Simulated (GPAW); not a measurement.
# Polarising a 8-layer slab of Au(100) with a field along the normal

The dipole of the cell at several fields, atoms fixed. What does the strongest field give, and what length does the slope stand for?

Set-up. GPAW 26.7.0, plane waves (400 eV), PAW setups, PBE, 11×11 mesh, a dipole layer in the vacuum; geometry relaxed without an applied field with GPAW. The cell's area is 8.32 Å², and e/ε0 = 180.95 V Å.

The runs, one held back:

```
field (V/Å)  dipole (e Å)
       −0.2       −0.1646
       −0.1       −0.0835
      −0.05       −0.0429
       0.05        0.0382
        0.1        0.0788
        0.2        0.1599
        0.3             ?
```

Q: What is the dipole at 0.3 V/Å?

A: A line through the 6 points has the slope α = 0.811 e Å per V/Å and the intercept p₀ = −0.0023 e Å (r.m.s. residual 1.5e−05). At 0.3 V/Å it gives p = −0.0023 + 0.811 × 0.3 = 0.2410 e Å; the run gives 0.2410 e Å, so the response stays linear to 0.0 % of the induced part. Dividing by ε0 and the area: α/(ε0 A) = 0.811 × 180.95 / 8.32 = 17.64 Å, against 14.76 Å between the outer nuclei. A metal screens fully, so the excess of 2.88 Å puts the image planes about 1.44 Å outside the outer atoms on average.

**Limits.** This is the electronic response alone; ions that move would add to it in polar layers. No run was spin-polarised, so magnetic states weren't tested. Spin-orbit coupling is left out, which matters for the heavier atoms here.

[Logs are printed without paths, hosts, clocks, repeated set-up lines and the standing remarks that a program may print on its own settings, such as how far it seeks lower states.]
